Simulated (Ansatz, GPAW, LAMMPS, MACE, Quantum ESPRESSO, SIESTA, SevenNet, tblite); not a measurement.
# Glassy 39BaO-61TiO2 (mol %) (94 atoms) in other programs, against a plane-wave reference

Wanted: errors and costs of other methods on glassy 39BaO-61TiO2 (mol %) (94 atoms). A plane-wave run serves as the reference.

Calculated with Quantum ESPRESSO 7.5; Kohn-Sham DFT, PBE, SSSP efficiency 1.3.0 pseudopotentials, plane waves.

## 1. Starting point

The cell holds 94 atoms: 14 Ba, 22 Ti and 58 O. Its edges and angles: a = 11.321 Å, b = 11.321 Å, c = 11.321 Å, α = 90.0°, β = 90.0°, γ = 90.0°. 94 atoms (14 Ba, 22 Ti, 58 O) placed at random at 4.7 g/cm³, melted at 4000 K for 10 ps at fixed volume with the Morse and Coulomb pair potential with partial charges (Pedone, Malavasi, Menziani, Cormack and Segre, J. Phys. Chem. B 110, 11780 (2006)). Quenched from 4000 K to 300 K at 50 K/ps and fixed volume, held 10 ps at zero pressure, then minimised at fixed cell.

## 2. Plane-wave reference

Input file pw.in:

```
&control
  calculation = 'scf'
  pseudo_dir = './pseudo'
  outdir = './tmp'
  disk_io = 'none'
  tprnfor = .true.
  tstress = .true.
/
&system
  ibrav = 0
  nat = 94
  ntyp = 3
  ecutwfc = 60
  ecutrho = 480
  nosym = .true.
  occupations = 'smearing'
  smearing = 'fd'
  degauss = 0.003675
/
&electrons
  conv_thr = 4.7e-07
  electron_maxstep = 100
  mixing_beta = 0.4
  mixing_mode = 'plain'
  diagonalization = 'david'
/
ATOMIC_SPECIES
Ba 137.327 Ba.upf
Ti 47.867 Ti.upf
O 15.999 O.upf
CELL_PARAMETERS angstrom
11.32140 0.00000 0.00000
0.00000 11.32140 0.00000
0.00000 0.00000 11.32140
ATOMIC_POSITIONS crystal
Ba 0.45480 0.16940 0.93968
Ba 0.27811 0.40285 0.35631
Ba 0.29567 0.68720 0.83529
Ba 0.80413 0.69844 0.22094
Ba 0.11542 0.77025 0.25360
Ba 0.09341 0.90347 0.00771
Ba 0.96184 0.62282 0.84804
Ba 0.64888 0.21663 0.23628
Ba 0.84399 0.21986 0.59701
Ba 0.66807 0.93688 0.69507
Ba 0.39373 0.69866 0.26553
Ba 0.33339 0.96294 0.63297
[... 78 atom lines left out ...]
O 0.65635 0.01772 0.93583
O 0.93836 0.99263 0.59188
O 0.36255 0.45440 0.87707
O 0.18984 0.53209 0.15755
K_POINTS gamma
```

The run is started by

```
$ OMP_NUM_THREADS=1 mpirun -np 4 pw.x -in pw.in > output.txt
```

What it wrote:

```text
Program PWSCF
     gamma-point specific algorithms are used
     one sub-group per band group will be used
     scalapack distributed-memory algorithm (size of sub-group:  2*  2 procs)
     Parallelization info
     sticks:   dense  smooth     PW     G-vecs:    dense   smooth      PW
     Min        4367    2180    546               434903   153716   19202
     Max        4370    2182    547               434912   153726   19207
     Sum       17473    8725   2185              1739637   614893   76813
     bravais-lattice index     =            0
     lattice parameter (alat)  =      21.3943  a.u.
     unit-cell volume          =    9792.5772 (a.u.)^3
     number of atoms/cell      =           94
     number of atomic types    =            3
[... lines left out ...]
     scf convergence threshold =      4.7E-07
[... lines left out ...]
     number of k points=     1  Fermi-Dirac smearing, width (Ry)=  0.0037
[... lines left out ...]
     total energy              =  -11153.15630972 Ry
[... lines left out ...]
     total energy              =  -11155.72979643 Ry
[... lines left out ...]
     total energy              =  -11158.39088879 Ry
[... lines left out ...]
     c_bands:  1 eigenvalues not converged
[... lines left out ...]
     total energy              =  -11158.61419319 Ry
[... lines left out ...]
     total energy              =  -11158.61419328 Ry
[... lines left out ...]
   -48.4498 -48.4147 -48.3967 -48.2373 -48.2322 -47.6671 -25.9328 -25.8926
[...]
11.7225  11.7514  11.7877  11.8148  11.8319  11.8565  11.8853  11.9143
    11.9392  11.9669  11.9994  12.0332  12.0472  12.0632  12.0814  12.1335
    12.1490  12.2194  12.2241
     the Fermi energy is     8.6180 ev
!    total energy              =  -11158.61419330 Ry
     estimated scf accuracy    <       0.00000034 Ry
     smearing contrib. (-TS)   =      -0.00000000 Ry
     internal energy E=F+TS    =  -11158.61419330 Ry
     The total energy is F=E-TS. E is the sum of the following terms:
     one-electron contribution =   -2717.03230563 Ry
     hartree contribution      =    1726.93285070 Ry
     xc contribution           =   -1114.60411131 Ry
     ewald contribution        =   -3252.59281975 Ry
     one-center paw contrib.   =   -5801.31780731 Ry
     convergence has been achieved in  20 iterations
     negative rho (up, down):  2.784E-02 0.000E+00
     Forces acting on atoms (cartesian axes, Ry/au):
     atom    1 type  1   force =    -0.03464122    0.00146564    0.00884038
     atom    2 type  1   force =    -0.01794326    0.00169175   -0.00128557
     atom    3 type  1   force =     0.02129088   -0.02649689   -0.00945089
[...]
atom   93 type  3   force =     0.01788961    0.00319654   -0.01994463
     atom   94 type  3   force =     0.03332682    0.02182152    0.06735884
     Total force =     0.466606     Total SCF correction =     0.000353
     Computing stress (Cartesian axis) and pressure
     negative rho (up, down):  2.784E-02 0.000E+00
          total   stress  (Ry/bohr**3)                   (kbar)     P=       28.73
   0.00026495  -0.00001490   0.00008484           38.97       -2.19       12.48
  -0.00001490   0.00016602  -0.00000589           -2.19       24.42       -0.87
   0.00008484  -0.00000589   0.00015504           12.48       -0.87       22.81
     Message from routine punch:
     Nothing written, as per user request (disk_io='none')
```

Wall time 11 min (4 MPI ranks of Arm Neoverse V1, shared host); peak memory 4.7 GiB; 43 min of CPU time.

Banners, paths, timers and routine set-up lines are dropped from the logs unmarked, and long logs keep their key lines alone; longer cuts are marked.

Numbers from this run:

- r.m.s. force component: 0.7144 eV/Å
- longest force: 2.612 eV/Å
- pressure: 2.873 GPa
- gap (highest filled to lowest empty level): 2.464 eV

## 3. Structure statistics

Pair distribution functions g(r), in bins of 0.2 Å:

| r (Å) | total | O-O | O-Ti | O-Ba | Ti-Ti | Ti-Ba | Ba-Ba |
| --- | --- | --- | --- | --- | --- | --- | --- |
| 1.70 | 1.00 | 0.00 | 3.47 | 0.00 | 0.00 | 0.00 | 0.00 |
| 1.90 | 2.59 | 0.00 | 8.95 | 0.00 | 0.00 | 0.00 | 0.00 |
| 2.10 | 0.18 | 0.00 | 0.63 | 0.00 | 0.00 | 0.00 | 0.00 |
| 2.30 | 0.10 | 0.00 | 0.35 | 0.00 | 0.00 | 0.00 | 0.00 |
| 2.50 | 0.22 | 0.48 | 0.00 | 0.22 | 0.00 | 0.00 | 0.00 |
| 2.70 | 1.93 | 3.15 | 0.19 | 3.68 | 0.00 | 0.00 | 0.00 |
| 2.90 | 1.53 | 2.76 | 0.10 | 2.37 | 0.27 | 0.00 | 0.00 |
| 3.10 | 0.89 | 0.98 | 0.19 | 2.23 | 0.52 | 0.19 | 0.58 |
| 3.30 | 0.77 | 0.98 | 0.17 | 0.92 | 1.07 | 1.53 | 0.55 |
| 3.50 | 1.08 | 1.01 | 0.66 | 0.76 | 3.89 | 1.96 | 0.46 |
| 3.70 | 1.14 | 0.70 | 1.12 | 0.57 | 2.13 | 4.36 | 1.30 |
| 3.90 | 0.97 | 0.70 | 0.80 | 0.85 | 1.41 | 2.35 | 3.48 |
| 4.10 | 0.92 | 0.59 | 1.39 | 0.68 | 0.71 | 1.68 | 0.36 |
| 4.30 | 0.94 | 0.76 | 1.40 | 0.69 | 0.26 | 1.32 | 0.63 |
| 4.50 | 1.09 | 0.88 | 1.65 | 0.83 | 0.35 | 1.38 | 0.59 |
| 4.70 | 0.89 | 0.64 | 1.29 | 0.99 | 0.21 | 0.78 | 1.35 |
| 4.90 | 0.97 | 0.84 | 1.06 | 1.30 | 1.08 | 0.55 | 0.49 |
| 5.10 | 1.02 | 1.11 | 0.87 | 1.47 | 0.46 | 0.29 | 1.57 |
| 5.30 | 1.15 | 1.54 | 0.72 | 1.27 | 0.93 | 0.80 | 0.42 |
| 5.50 | 1.04 | 1.43 | 0.69 | 1.13 | 0.87 | 0.31 | 0.98 |

Bonds by pair of elements; cutoffs follow the first minimum of g(r), held within bounds set by covalent radii, and pairs that aren't listed don't count as bonded (cutoffs were set anew for this text, so counts can differ from the run's own analysis):

| pair A-B | cutoff (Å) | bonds | mean length (Å) | spread (Å) | shortest (Å) | B about A | A about B |
| --- | --- | --- | --- | --- | --- | --- | --- |
| O-Ti | 2.64 | 106 | 1.90 | 0.131 | 1.74 | 1.83 | 4.82 |
| O-Ba | 3.68 | 131 | 3.02 | 0.293 | 2.55 | 2.26 | 9.36 |

How many atoms have how many bonded neighbours:

| element | mean | 3 | 4 | 5 | 6 | 8 | 9 | 10 | 11 |
| --- | --- | --- | --- | --- | --- | --- | --- | --- | --- |
| Ba | 9.36 | 0 | 0 | 0 | 0 | 4 | 3 | 5 | 2 |
| O | 4.09 | 14 | 25 | 19 | 0 | 0 | 0 | 0 | 0 |
| Ti | 4.82 | 0 | 7 | 12 | 3 | 0 | 0 | 0 | 0 |

Rings of the network by King's shortest-path rule, up to 12 atoms, one path for each pair of neighbours; H, halogens, alkali and alkaline-earth atoms are left out, and the last column divides by all other atoms, bonded or not:

| ring size (atoms) | rings | per network atom |
| --- | --- | --- |
| 4 | 4 | 0.05 |
| 6 | 5 | 0.062 |
| 8 | 17 | 0.212 |
| 10 | 16 | 0.2 |
| 12 | 13 | 0.162 |

## 4. The ladder

The programs:
- GPAW 26.7.0: PAW with atomic orbitals (LCAO), plane waves or a real-space grid of spacing h.
- MACE: machine-learned potential, published weights.
- SIESTA 5.4.2: numerical atomic orbitals, whose automatically made sets are far from complete, with PseudoDojo norm-conserving potentials that we converted to its format (checked against plane waves on the same files for H, C, O, Si, Ge and Ca alone); labels give functional, basis size, energy shift and mesh cutoff.
- SevenNet: machine-learned potential, published weights.

All use the same cell and atoms; the electronic-structure runs use the same k-mesh, and an electronic temperature of 580 K (0.05 eV) where levels are smeared.

Differences are against the plane-wave reference, forces as r.m.s. over components; share is that over the reference's r.m.s. force, slope the least-squares factor from reference forces to these. Total energies of different programs have different zeros and aren't compared.

| run | Δ force, r.m.s. (meV/Å) | share (%) | slope | Δ pressure (GPa) | Δ gap (eV) | cores | CPU time | memory (GiB) |
| --- | --- | --- | --- | --- | --- | --- | --- | --- |
| reference | - | - | - | - | - | 4 | 43 min | 4.7 |
| GPAW PBE, LCAO dzp, h 0.18 Å | 170 | 23.7 | 1.163 | - | -0.101 | 1 | 20 min | 2.9 |
| GPAW PBE, LCAO dzp, h 0.18 Å, other mixer settings | 170 | 23.8 | 1.164 | - | -0.102 | 2 | 25 min | 3.3 |
| GPAW PBE, LCAO dzp, h 0.22 Å (coarse) | 230 | 32.2 | 1.192 | - | -0.102 | 1 | 11 min | 1.7 |
| MACE MP-0b2 small potential | 118 | 16.6 | 0.990 | 1.26 | - | 1 | 7.2 s | 0.66 |
| MACE MP-0b3 medium potential | 98.7 | 13.8 | 1.019 | 1.13 | - | 1 | 9.3 s | 1.0 |
| SIESTA PBE, DZ, shift 0.01 Ry, mesh 500 Ry (coarse) | 274 | 38.3 | 1.239 | -4.32 | -0.299 | 2 | 3.7 min | 1.7 |
| SIESTA PBE, DZP, shift 0.01 Ry, mesh 500 Ry | 198 | 27.7 | 1.127 | 0.815 | -0.255 | 4 | 8.3 min | 2.9 |
| SIESTA PBE, SZ, shift 0.02 Ry, mesh 500 Ry (coarse) | 563 | 78.8 | 0.779 | -14.4 | -1.02 | 1 | 2.4 min | 1 |
| SevenNet l3i5 potential | 87.9 | 12.3 | 1.026 | 1.08 | - | 1 | 11 s | 1.4 |

Rows marked coarse were listed beforehand as settings not expected to be converged; some can still land near the reference.

Times of the machine-learned potentials are mostly Python's start and the loading of weights.

CPU time is summed over cores on a shared host, where runs went side by side, so it is rough. Symmetry, cutoffs, thresholds, outputs and thread counts weren't matched or tuned between programs; memory under MPI is the largest rank's times the ranks.

Runs without a result: tblite GFN1-xTB (ended with an error: overlap matrix not positive definite); GPAW PBE, LCAO sz(dzp), h 0.18 Å (cut off at its time limit of 5.5 min).

Within one program, basis, potentials and functional, energies share a zero. Each run against its twin at the usual cutoff or grid and solver:

| run | twin | Δ energy (meV/atom) | Δ force, r.m.s. (meV/Å) | CPU time over the twin's |
| --- | --- | --- | --- | --- |
| GPAW PBE, LCAO dzp, h 0.18 Å, other mixer settings | LCAO dzp, h 0.18 Å | 0 | 1.86 | 1.3 (this twin ran on 1 cores) |
| GPAW PBE, LCAO dzp, h 0.22 Å | LCAO dzp, h 0.18 Å | 156 | 126 | 0.59 |

## 5. Results

```json
{
  "reference r.m.s. force component": "0.714 eV/Å",
  "nearest in forces": "SevenNet l3i5 potential, 12 %",
  "farthest in forces": "SIESTA PBE, SZ, shift 0.02 Ry, mesh 500 Ry (coarse), 79 %",
  "cheapest electronic-structure run beside the reference": "SIESTA PBE, SZ, shift 0.02 Ry, mesh 500 Ry, 2.4 min of CPU time"
}
```

In words: The PBE runs in local orbitals, coarse settings apart, differ by 24 % (GPAW PBE, LCAO dzp, h 0.18 Å) to 28 % (SIESTA PBE, DZP, shift 0.01 Ry, mesh 500 Ry); basis, grid and potentials can all enter. Machine-learned potentials differ by 12 % (SevenNet l3i5 potential) to 17 % (MACE MP-0b2 small potential); they were trained on other programs' data. Runs with settings chosen to be coarse differ by 32 % (GPAW PBE, LCAO dzp, h 0.22 Å) to 79 % (SIESTA PBE, SZ, shift 0.02 Ry, mesh 500 Ry), their programs' other errors included. Of the electronic-structure runs that take under half the reference's CPU time, GPAW PBE, LCAO dzp, h 0.18 Å comes nearest, at 24 % in 20 min against 43 min. SIESTA PBE, DZ, shift 0.01 Ry, mesh 500 Ry stiffens the forces by a factor of 1.24 while following their directions (correlation 0.972). At the same functional, gaps differ from the reference's 2.46 eV by between -1.02 and -0.10 eV. In pressure, SIESTA PBE, SZ, shift 0.02 Ry, mesh 500 Ry misses by -14.4 GPa, at the same functional. In the reference: filled and empty levels are parted by 2.46 eV (on the run's k-points); a semilocal functional tends to put such gaps too low. In a disordered cell it changes from sample to sample, and tail or defect levels can set it. In the reference: for some of the pairs, g(r) has its first main peak near 2.8 Å (O-O), 1.9 Å (O-Ti), 2.8 Å (O-Ba), 3.5 Å (Ti-Ti) and 3.7 Å (Ti-Ba). The reference's pressure holds the uncorrected Pulay stress of its 60 Ry basis, so small pressure differences, and their order, may be the reference's own error. Machine-learned potentials mimic data converged in k, so the reference's own k-point error enters their differences. The quench rate of 50 K/ps is many orders above laboratory rates, so the cell is likely richer in defects and strain than a real sample. The network of bonds at the start is that of the classical potential that made the cell, and needn't be the one that DFT or experiment would give. The reference's pressure of 2.9 GPa belongs to a cell and atoms that aren't relaxed at this level. The electronic-structure runs sample only Γ, in a cell whose shortest periodic width is 11 Å. Spin–orbit coupling is left out, which matters for the levels of the heavy elements.

[Also dropped from logs without a mark: logging warnings of Python, and SIESTA's first energy breakdown and zero terms.]

[Logs are printed without paths, hosts, clocks, repeated set-up lines and the standing remarks that a program may print on its own settings, such as how far it seeks lower states.]

[Hosts, paths, dates, database ids (printed as entryN), source tags and the programs' standing remarks are cut or masked in the printed files.]
